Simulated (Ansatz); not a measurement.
# Mo2NCl2 MXene bilayer (AA) in a perpendicular field

Aim: how the Mo2NCl2 MXene bilayer (AA) screens a field along its normal, and what the field does to its bands. A positive field points along +c.

Program: Ansatz 0.2.0. Level of theory: plane-wave DFT, PBE-D3(BJ), Ansatz PAW. Results are calculated unless marked as measured.

Most raw output is cut from this account.

**1. The starting structure**

The cell holds 10 atoms: 4 Cl, 4 Mo and 2 N. Cell: a = 2.953 Å, b = 2.953 Å, c = 60.151 Å, α = 90.0°, β = 90.0°, γ = 120.0°. Regions: layer 1: Mo2NCl2 MXene, 5 atoms (2 Cl, 2 Mo and 1 N); layer 2: Mo2NCl2 MXene, 5 atoms (2 Cl, 2 Mo and 1 N). Vacuum lies along c.

**2. Relaxation**

The starting cell is a guess, so the in-plane lattice and the atoms are relaxed first, with the slab cut off from its images along the normal.

input.yaml

```yaml
crystal:
  lattice:
    - [2.953236, 0.0, 0.0]
    - [-1.476618, 2.5575773994, 0.0]
    - [0.0, 0.0, 60.1512247207]
  atoms:
    - { symbol: Cl, position: [0.3333333333, 0.6666666667, 0.3790446513] }
    - { symbol: Mo, position: [0.6666666667, 0.3333333333, 0.4072658213], spin: 1.0 }
    - { symbol: "N", position: [0.0, 0.0, 0.4266381325] }
    - { symbol: Mo, position: [0.3333333333, 0.6666666667, 0.4460104437], spin: 1.0 }
    - { symbol: Cl, position: [0.6666666667, 0.3333333333, 0.4742316136] }
    - { symbol: Cl, position: [0.3333333333, 0.6666666667, 0.5257683864] }
    - { symbol: Mo, position: [0.6666666667, 0.3333333333, 0.5539895563], spin: 1.0 }
    - { symbol: "N", position: [0.0, 0.0, 0.5733618675] }
    - { symbol: Mo, position: [0.3333333333, 0.6666666667, 0.5927341787], spin: 1.0 }
    - { symbol: Cl, position: [0.6666666667, 0.3333333333, 0.6209553487] }
  periodic: [true, true, false]
magnetization:
  spin_polarized: true
kpoints:
  mp_grid: { grid: [12, 12, 1] }
hamiltonian:
  xc: pbe
  dispersion: d3bj
scf:
  occupations: { method: fermi_dirac, width: 0.05 }
  convergence: { dr2_threshold: 1.0e-09 }
relax:
  f_tol: 0.004
  max_steps: 90
  cell: {}
output:
  write_potential: true
  write_density: true
  volumetric_format: npy
```

Launch:

```sh
ansatz run input.yaml --threads 4 --pin off --max-ram 6144MiB --backend cpu --events-out ev --progress --plain --runs-dir out
```

It took 2.5 min on 4 threads of Intel Xeon Platinum 8488C (Sapphire Rapids), shared host; peak memory 1.5 GiB.

Step by step:

```tsv
step	energy less that of the first step (eV)	largest force component (eV/Å)	volume (Å³)
1	0.0000	2.0529	454.33
2	-1.6866	0.4647	471.35
3	-1.8368	0.2701	462.24
4	-1.8887	0.1187	460.80
5	-1.8963	0.0616	454.74
6	-1.8968	0.0548	456.80
7	-1.8979	0.0052	456.53
8	-1.8980	0.0087	456.57
9	-1.8980	0.0035	456.60
10*	-1.8986	0.0035	456.60
```

Relaxation steps marked * repeat the geometry before them on a plane-wave basis chosen anew for their cell, so energy and pressure can jump there.

Forces are held to the 12 operations that the run works with; a distortion that breaks them can't arise in this run.

```tsv
cell as run	before	after	change
a (Å)	2.953	2.961	+0.2 %
b (Å)	2.953	2.961	+0.2 %
```

The atoms that moved most (Å, along periodic axes as changes of fractional coordinates times the final cell, across vacuum about the mean position):

```tsv
atom	dx	dy	dz	length
Cl1	0.000	0.000	-0.647	0.647
Cl10	0.000	0.000	0.647	0.647
Mo9	0.000	0.000	0.521	0.521
Mo2	0.000	0.000	-0.521	0.521
N8	0.000	0.000	0.319	0.319
N3	0.000	0.000	-0.319	0.319
Mo4	0.000	0.000	-0.117	0.117
Mo7	0.000	0.000	0.117	0.117
```

This step gave:

```
energy at zero smearing : -24916.2254 eV
```

The lattice constant a goes from 2.953 to 2.961 Å.

**3. Atoms held, field 0, start network**

A sawtooth potential applies the field, turning back in the middle of the vacuum. With the dipole correction the typed value is the field outside the slab. The induced dipole is small, so the SCF threshold is tight.

The cell differs from the one that the last finished run ended in (c 60.151 → 33.844 Å).

input.yaml

```yaml
crystal:
  lattice:
    - [2.9606179863, 0.0, 0.0]
    - [-1.4803089932, 2.5639703871, 0.0]
    - [0.0, 0.0, 33.8442266764]
  atoms:
    - { symbol: Cl, position: [0.3333333333, 0.6666666667, 0.2659242324] }
    - { symbol: Mo, position: [0.6666666667, 0.3333333333, 0.3197933859] }
    - { symbol: "N", position: [0.0, 0.0, 0.360184004] }
    - { symbol: Mo, position: [0.3333333333, 0.6666666667, 0.4005856255] }
    - { symbol: Cl, position: [0.6666666667, 0.3333333333, 0.4543381846] }
    - { symbol: Cl, position: [0.3333333333, 0.6666666667, 0.5456618154] }
    - { symbol: Mo, position: [0.6666666667, 0.3333333333, 0.5994143745] }
    - { symbol: "N", position: [0.0, 0.0, 0.639815996] }
    - { symbol: Mo, position: [0.3333333333, 0.6666666667, 0.6802066141] }
    - { symbol: Cl, position: [0.6666666667, 0.3333333333, 0.7340757676] }
kpoints:
  mp_grid: { grid: [18, 18, 1] }
  band_path:
    path: [[0, 0, 0], [0.5, 0, 0], [0.33333333, 0.33333333, 0], [0, 0, 0]]
    npoints: 16
hamiltonian:
  xc: pbe
  dispersion: d3bj
scf:
  occupations: { method: fermi_dirac, width: 0.02585 }
  convergence: { dr2_threshold: 1.0e-10 }
efield:
  axis: 3
  dipole_correction: true
  ramp_position: 0.97
  ramp_width: 0.06
  amplitude: 0
output:
  dos: { projected: true, e_range: [-6, 5] }
  bader: true
  write_potential: true
  write_density: true
  volumetric_format: npy
  elf: true
```

Elapsed: 28 s, on 4 threads; peak memory 1 GiB; 1.8 min of CPU time.

Numbers from this step:

```
energy at zero smearing   : -24916.2583 eV
work function, upper face : 4.258 eV
dipole along the normal   : 6.29e-7 e·Å
```

Running mean over a fixed 2.7 Å (it still follows the layers) of the planar mean; the ramp of the sawtooth is left out. Electron's electrostatic potential energy less the Fermi level against z:

```tsv
z (Å)	electron's electrostatic potential energy less the Fermi level (eV)
4	4.26
5	4.26
6	4.23
7	3.55
8	-1.46
9	-5.86
10	-13.0
11	-12.8
12	-13.0
13	-13.3
14	-12.9
15	-9.03
16	-3.24
17	-0.950
18	-3.70
19	-10.4
20	-12.7
21	-13.3
22	-13.1
23	-12.6
24	-12.5
25	-4.90
26	-0.598
27	3.85
28	4.24
29	4.26
30	4.26
```

The density of states has structure finer than the step of the table below, so its rows give means over 0.25 eV, whole bins alone (the curve runs from -6 to 1.99 eV). Peaks (eV: height): -5.530: 18.9, -5.260: 15.6, -5.150: 16.7, -0.270: 13.2, 1.090: 11.6, 1.220: 12.0, 1.310: 11.7.

The density of states by energy, zero at the Fermi level; means over each step:

```tsv
energy (eV)	density of states (states/eV a cell)
-5.75	7.48
-5.50	12.8
-5.25	13.9
-5.00	9.59
-4.75	3.95
-4.50	4.07
-4.25	5.42
-4.00	4.28
-3.75	3.41
-3.50	3.66
-3.25	5.57
-3.00	3.36
-2.75	3.94
-2.50	3.12
-2.25	1.59
-2.00	2.04
-1.75	4.14
-1.50	6.03
-1.25	4.04
-1.00	5.04
-0.75	4.27
-0.50	4.05
-0.25	9.35
0.00	5.92
0.25	4.89
0.50	6.13
0.75	6.88
1.00	9.45
1.25	9.67
1.50	7.12
1.75	6.18
```

Projected DOS per atom over height of the atomic layer and energy from the Fermi level. Layers: Cl Mo N Mo Cl Cl Mo N Mo Cl from below.

Ten even steps from '_' (0.04 states/eV) to '@' (2.03 states/eV), each cell a mean:
```
__**..**____**..**__
__%%__%%____%%__%%__
..@@__@@....@@__@@..
__##__##____##__##__
__++__++____++__++__
__**__**____**__**__
..##..##....##..##..
__--__--____--__--__
__==__==____==__==__
__++..++____++..++__
__--__--____--__--__
__..__..____..__..__
..::__::....::__::..
..::__::....::__::..
--......----......--
::..__..::::..__..::
--..__..----..__..--
--..__..----..__..--
--..__..----..__..--
**--%%--****--%%--**
**==##==****==##==**
++::--::++++::--::++
```
Columns: height of the atomic layer (Å) from 9 to 24.8 (not evenly spaced); rows upwards: energy from the Fermi level (eV) from -5.96 to 1.96.

The electronic bands at the labelled points (eV, zero at the Fermi level):

```tsv
point	band 45	band 46	band 47	band 48	band 49	band 50	band 51	band 52
Γ	-1.27	-1.27	-0.54	-0.52	-0.24	-0.24	-0.24	-0.24
halfway	-0.65	-0.58	-0.27	-0.12	-0.11	-0.11	0.60	0.62
M	1.08	1.11	1.12	1.13	1.80	1.80	1.81	1.82
halfway	0.47	0.51	0.62	0.67	1.25	1.28	1.35	1.37
K	-0.33	-0.33	-0.32	-0.32	0.91	0.91	0.92	0.92
halfway	-1.10	-1.00	-0.24	-0.21	0.82	0.83	0.91	0.98
Γ	-1.27	-1.27	-0.54	-0.52	-0.24	-0.24	-0.24	-0.24
```

Electrostatic potential energy in the ca plane at fractional y = 0.333, with atoms of Mo and Cl within 0.2 Å of it. With pseudopotentials it is smooth inside the atoms' cores, unlike the true potential.

Ten even steps from '0' (-50 eV) to '9' (11 eV), each cell a mean:
```
99999999999999999999998522478998888864579999
99999999999999999999997200058999998720148999
99999999999999999999986100048999998610038999
99999999999999999999997200158999888731158999
99999999999999999999998643578988788875689999
99999999999999999998888887889887667899999999
99999999999999999987789988998886557899999999
99999999999999999998888877889887668898999999
```
Columns run along c (16.0 Å, from fractional 0.06 to 0.53 of the cell; values clipped at the 3rd and 97th percentile), rows up along a (3.0 Å). Atoms in or near the plane, at fractional coordinates: Mo at (0.32, 0.67), Cl at (0.45, 0.67).

ELF in the ca plane at fractional y = 0.333, with atoms of Mo and Cl within 0.2 Å of it. It is the smooth field of the valence electrons, not physical close to the nuclei.

Ten even steps from '0' (0.00) to '9' (0.88), each cell a mean:
```
22225999983003554225762232122248999963100000
23337877996000111257776211233368779985100000
23347845996000001277477311233378449985200000
23237988995000122257775211232368889984100000
22224899972014665324652332122248999852000000
13422455420037998522323564134223554310000000
14531111100048998632324675235411111000000000
13422566530037898522322564134224666420000000
```
Columns run along c (16.0 Å, from fractional 0.38 to 0.86 of the cell), rows up along a (3.0 Å). Atoms in or near the plane, at fractional coordinates: Cl at (0.45, 0.67), Mo at (0.60, 0.67), Cl at (0.73, 0.67).

Valence density in the ca plane at fractional y = 0.333, with atoms of Mo and Cl within 0.2 Å of it. It is the smooth field of the valence electrons, not physical close to the nuclei.

Ten steps, logarithmic in the rise over the least value, from '0' (0.0 e/Å³) to '9' (6.5 e/Å³), each cell a mean:
```
00000000000012333346875433344345666421112333
00000000000001122368998532233346767531011223
00000000000000122379998532233346636631001223
00000000000001223368997532233346766531012233
00000000000012344346775433344445665421123444
00000000000013455433444444455543443210124554
00000000000013455433333455456543322110134554
00000000000012455434444444455433443210124554
```
Columns run along c (16.0 Å, from fractional 0.10 to 0.58 of the cell), rows up along a (3.0 Å). Atoms in or near the plane, at fractional coordinates: Mo at (0.32, 0.67), Cl at (0.45, 0.67).

The work function of the upper face is 4.26 eV.

**4. Atoms held, field 0.1 V/Å**

Changes to input.yaml since step 3:

```diff
@@ -30,8 +30,6 @@
   dipole_correction: true
-  ramp_position: 0.97
-  ramp_width: 0.06
-  amplitude: 0
+  ramp_position: 0.9622
+  ramp_width: 0.0756
+  amplitude: 0.1
 output:
-  dos: { projected: true, e_range: [-6, 5] }
-  bader: true
   write_potential: true
@@ -39,2 +37 @@
   volumetric_format: npy
-  elf: true
```

The job ended after 20 s (4 threads; peak memory 0.97 GiB).

The dipole is 0.0742 e·Å.

**5. Atoms held, field -0.1 V/Å**

Changes to input.yaml since step 4:

```diff
@@ -32,3 +32,3 @@
   ramp_width: 0.0756
-  amplitude: 0.1
+  amplitude: -0.1
 output:
```

Elapsed: 20 s, on 4 threads; peak memory 0.96 GiB.

The dipole is -0.0742 e·Å.

**6. Single point, field 0.2 V/Å**

Changes to input.yaml since step 5:

```diff
@@ -32,3 +32,3 @@
   ramp_width: 0.0756
-  amplitude: -0.1
+  amplitude: 0.2
 output:
```

Wall time 21 s (4 threads); peak memory 0.97 GiB.

The dipole is 0.148 e·Å.

**7. Single point, field -0.2 V/Å**

Changes to input.yaml since step 6:

```diff
@@ -32,3 +32,3 @@
   ramp_width: 0.0756
-  amplitude: 0.2
+  amplitude: -0.2
 output:
```

Wall time 20 s (4 threads); peak memory 0.97 GiB.

The dipole is -0.148 e·Å.

**8. Atoms held, field 0.35 V/Å**

Changes to input.yaml since step 7:

```diff
@@ -30,6 +30,8 @@
   dipole_correction: true
-  ramp_position: 0.9622
-  ramp_width: 0.0756
-  amplitude: -0.2
+  ramp_position: 0.9449
+  ramp_width: 0.1103
+  amplitude: 0.35
 output:
+  dos: { projected: true, e_range: [-6, 5] }
+  bader: true
   write_potential: true
@@ -37 +39,2 @@
   volumetric_format: npy
+  elf: true
```

Elapsed: 31 s, on 4 threads; peak memory 1 GiB.

The dipole is 0.260 e·Å.

**9. Response, atoms held**

This step: plane-wave DFT, PBE-D3(BJ), Ansatz PAW; response to a field along the normal, atoms held (Ansatz 0.2.0).

The dipoles give the slope, and the difference of two potentials shows where the field is screened.

This step gave:

```
equivalent conductor thickness p/(ε₀AE) : 17.70 Å
distance between the outer atoms        : 15.84 Å
```

Dipole of the cell against applied field:

```tsv
applied field (V/Å)	dipole of the cell (e·Å)
-0.200	-0.148
-0.100	-0.0742
0.000	6.3e-7
0.100	0.0742
0.200	0.148
0.350	0.260
```

Local field over the applied field, running mean. From the potentials at -0.1 and 0.1 V/Å; running mean over 2.5 Å. Local field over applied field against z:

```tsv
z (Å)	local field over applied field
4.5	0.999
5.0	0.997
5.5	0.992
6.0	0.976
6.5	0.935
7.0	0.841
7.5	0.687
8.0	0.505
8.5	0.326
9.0	0.184
9.5	0.0938
10.0	0.0502
10.5	0.0350
11.0	0.0276
11.5	0.0110
12.0	-0.00274
12.5	-0.00264
13.0	4.8e-4
13.5	0.00288
14.0	0.00270
14.5	0.00135
15.0	-3.1e-4
15.5	-0.00208
16.0	-0.00382
16.5	-0.00483
17.0	-0.00499
17.5	-0.00463
18.0	-0.00333
18.5	-0.00149
19.0	2.0e-4
19.5	0.00183
20.0	0.00296
20.5	0.00242
21.0	-6.0e-4
21.5	-0.00335
22.0	-2.2e-4
22.5	0.0170
23.0	0.0303
23.5	0.0380
24.0	0.0598
24.5	0.116
25.0	0.223
25.5	0.379
26.0	0.563
26.5	0.740
27.0	0.877
27.5	0.952
28.0	0.983
28.5	0.994
29.0	0.998
29.5	0.999
```

Electrons, planar mean, per unit field. Induced electron density against z:

z (Å), induced electron density (e/Å³ per V/Å) and a bar from the least value:
```
        5    0.00001 ##############
        6    0.00011 ###############
        7    0.00084 ##################
        8    0.00376 ##############################
        9    0.00107 ###################
       10   -0.00075 ###########
       11    0.00044 ################
       12   -0.00015 #############
       13   -0.00003 ##############
       14    0.00002 ##############
       15    0.00000 ##############
       16    0.00005 ##############
       17   -0.00001 ##############
       18   -0.00003 ##############
       19    0.00000 ##############
       20   -0.00004 ##############
       21    0.00005 ##############
       22    0.00007 ##############
       23   -0.00084 ###########
       24    0.00100 ##################
       25   -0.00142 ########
       26   -0.00334 
       27   -0.00062 ###########
       28   -0.00008 ##############
       29   -0.00001 ##############
```

By hand: between -0.1 and 0.1 V/Å the dipole changes by 0.1485 e·Å, a slope of 0.7423 e·Å²/V. A perfect conductor of thickness t has p = ε₀AEt, so t = 180.95 × 0.7423 / 7.591 = 17.70 Å (e/ε₀ = 180.95 V·Å, A in Å²).

The induced dipole is that of a conductor 17.70 Å thick.

**10. A changed input**

This step: plane-wave DFT, PBE-D3(BJ), Ansatz PAW (Ansatz 0.2.0).

A run with a changed input: it repeats the earlier run at 0.1 V/Å with scf.mixing.algorithm to anderson, scf.mixing.beta to 0.9, scf.mixing.ndim to 16 and accuracy to medium.

Changes to input.yaml since step 8:

```diff
@@ -27,2 +27,3 @@
   convergence: { dr2_threshold: 1.0e-10 }
+  mixing: { algorithm: anderson, beta: 0.9, ndim: 16 }
 efield:
@@ -30,8 +31,6 @@
   dipole_correction: true
-  ramp_position: 0.9449
-  ramp_width: 0.1103
-  amplitude: 0.35
+  ramp_position: 0.9622
+  ramp_width: 0.0756
+  amplitude: 0.1
 output:
-  dos: { projected: true, e_range: [-6, 5] }
-  bader: true
   write_potential: true
@@ -39,2 +38,2 @@
   volumetric_format: npy
-  elf: true
+accuracy: medium
```

Wall time 19 s (4 threads); peak memory 0.96 GiB.

This step gave:

```yaml
energy_at_zero_smearing: -24916.2620 eV
dipole_along_the_normal: 0.07423 e·Å
```

The electronic bands at the labelled points (eV, zero at the Fermi level):

```tsv
point	band 45	band 46	band 47	band 48	band 49	band 50	band 51	band 52
Γ	-1.27	-1.27	-0.54	-0.52	-0.24	-0.24	-0.24	-0.24
halfway	-0.65	-0.58	-0.27	-0.12	-0.11	-0.11	0.60	0.62
M	1.08	1.11	1.12	1.13	1.80	1.80	1.81	1.82
halfway	0.47	0.51	0.62	0.67	1.25	1.28	1.35	1.37
K	-0.33	-0.33	-0.32	-0.31	0.91	0.91	0.92	0.92
halfway	-1.10	-1.00	-0.24	-0.21	0.82	0.83	0.91	0.98
Γ	-1.27	-1.27	-0.54	-0.52	-0.24	-0.24	-0.24	-0.24
```

```tsv
quantity	this run	earlier run	difference
dipole along the normal (e·Å)	0.07423	0.07423	-2.6e-7
```

The dipole moves by under 0.5 % or 5e-5 e·Å.

Of the bands kept, 8 cross the Fermi level on this path.

**11. A changed input**

An input spoilt on purpose, to show how the run answers: it repeats the earlier run at 0.1 V/Å with efield.ramp_position from 0.9622 to 0.475, and scf.max_iter set to 80.

Changes to input.yaml since step 10:

```diff
@@ -27,3 +27,3 @@
   convergence: { dr2_threshold: 1.0e-10 }
-  mixing: { algorithm: anderson, beta: 0.9, ndim: 16 }
+  max_iter: 80
 efield:
@@ -31,3 +31,3 @@
   dipole_correction: true
-  ramp_position: 0.9622
+  ramp_position: 0.475
   ramp_width: 0.0756
@@ -38,2 +38 @@
   volumetric_format: npy
-accuracy: medium
```

It took 0.25 s on 4 threads; peak memory 0.45 GiB.

The input was rejected at the start.

The program's message: “Error: efield: ion 5 (Cl) at fractional coordinate 0.5457 along the field axis lies inside the sawtooth ramp with 2 of the planes that the density is read on at each end, [0.4667, 0.5589] — the ramp m …”

The fault put into the input: the ramp among the atoms.

**12. What came out**

```
gap without field                          : none
work function, upper face                  : 4.26 eV
equivalent conductor thickness, atoms held : 17.7 Å
```

**Reading.** The induced dipole equals that of a perfect conductor 17.70 Å thick, while the outer atoms lie 15.84 Å apart. There is no gap over 0.03 eV, with or without the field. The first relaxation ran with spin and lost its moment, and the later runs have none; other magnetic states were not tried. Spin-orbit coupling is left out, which matters for the bands of elements this heavy. The MXene's terminations sit over the metal atoms of its far layer; the site over carbon or nitrogen, which some compounds prefer, was not run.

[Logs are printed without paths, hosts, clocks, repeated set-up lines and the standing remarks that a program may print on its own settings, such as how far it seeks lower states.]

[Hosts, paths, dates, database ids (printed as entryN), source tags and the programs' standing remarks are cut or masked in the printed files.]

[Maps of the electrostatic potential energy from Ansatz leave out the sawtooth potential of an applied field or a dipole correction, so their vacuum need not be flat; planar profiles and work functions include it.]

[The density of states shown here was stored with 400 of the rows of the run's finer table, so its peaks can read low, often by over a quarter, or be missed, and its means over a window can be off by a tenth or more.]
